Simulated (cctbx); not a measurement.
# What is wrong with this refinement?

Cell a = 7.0040 Å, b = 4.2610 Å, c = 7.7920 Å, α = 90.00°, β = 90.00°, γ = 90.00°; space group Pnma (no. 62). The compound is CeMnPt.

Simulated single-crystal data (cctbx): Cu Kα, λ = 1.54184 Å, to d = 0.83 Å, 70 % of the full sphere, strongest reflection 40000 counts, noise from counting, a 6 % proportional error and a noise floor of 2 counts (s.d.); no absorption, and some extinction, which the refinements don't model.

An anisotropic refinement with weights 1/σ² prints:

```text
Rint 0.044, 238 unique reflections to 0.83 A
cycle     R1     wR2    GooF  max shift (A)
   1  0.1552  0.4222  11.794   0.00233
   3  0.0647  0.2284   6.380   0.00014
final R1 0.0647 wR2 0.2284 GooF 6.380  parameters 18  data/parameter 13.2
atom        x        y        z      Ueq    occ   su(xyz)  su(Uiso or U11)
Pt1    0.21649  0.75000  0.90379   0.0044  1.000  0.00031  0.0016
Os1    0.49289  0.75000  0.21677   0.0220  1.000  0.00037  0.0019
Mn1    0.30834  0.75000  0.59518   0.0103  1.000  0.00153  0.0049
difference map: max 12.21 min -3.99 rms 1.54
Q1    0.2291  0.7500  0.9106    4   12.34  0.10 A from Pt1
Q2    0.1631  0.1588  0.1027    8    2.67  0.44 A from Mn1
Q3    0.2224  0.0935  0.0062    8    2.09  0.99 A from Mn1
Q4    0.2414  0.2500  0.5963    4    1.78  1.53 A from Pt1
Q5    0.0000  0.0000  0.5000    4    1.77  2.00 A from Os1
Q6    0.9931  0.0275  0.2903    8    1.72  1.18 A from Os1
```

**Question.** Can this result stand? If not, what is the likely fault?

Mend it. The fault: wrong element: Os1 is Ce. Against the right model at the same level, R1 goes from 0.0152 to 0.0647 and GooF from 0.92 to 6.38, U of Pt1 shrinks from 0.0138 to 0.0044 Å² and the top difference peak, 12.3 e/Å³, lies on Pt1. Os1 has 18 electrons too many and its U swells to shed them, as expected.

The compound is CeMnPt. The right model at the same level gives:

```text
Rint 0.044, 238 unique reflections to 0.83 A
cycle     R1     wR2    GooF  max shift (A)
   1  0.0153  0.0334   0.934   0.00016
   2  0.0152  0.0328   0.915   0.00000
final R1 0.0152 wR2 0.0328 GooF 0.915  parameters 18  data/parameter 13.2
atom        x        y        z      Ueq    occ   su(xyz)  su(Uiso or U11)
Pt1    0.21669  0.75000  0.90389   0.0138  1.000  0.00004  0.0002
Ce1    0.49281  0.75000  0.21684   0.0171  1.000  0.00005  0.0003
Mn1    0.30911  0.75000  0.59511   0.0211  1.000  0.00021  0.0007
difference map: max 0.99 min -1.20 rms 0.34
Q1    0.2349  0.7500  0.0993    4    1.01  1.53 A from Pt1
Q2    0.0340  0.2500  0.2750    4    0.99  1.78 A from Mn1
Q3    0.2467  0.9997  0.3306    8    0.87  1.24 A from Pt1
Q4    0.0000  0.0000  0.5000    4    0.80  2.00 A from Ce1
Q5    0.0147  0.2500  0.9393    4    0.77  1.73 A from Mn1
Q6    0.0452  0.0143  0.6714    8    0.73  1.10 A from Ce1
```

Isotropic U is held between 0.0001 and 1 Å² by the program, and listed peak heights are interpolated, so they can pass the grid's maximum.

This is a model crystal, built by substitution and not relaxed, with assumed displacement parameters.

[Middle refinement cycles are left out of these outputs.]

[Logs are printed without paths, hosts, clocks, repeated set-up lines and the standing remarks that a program may print on its own settings, such as how far it seeks lower states.]
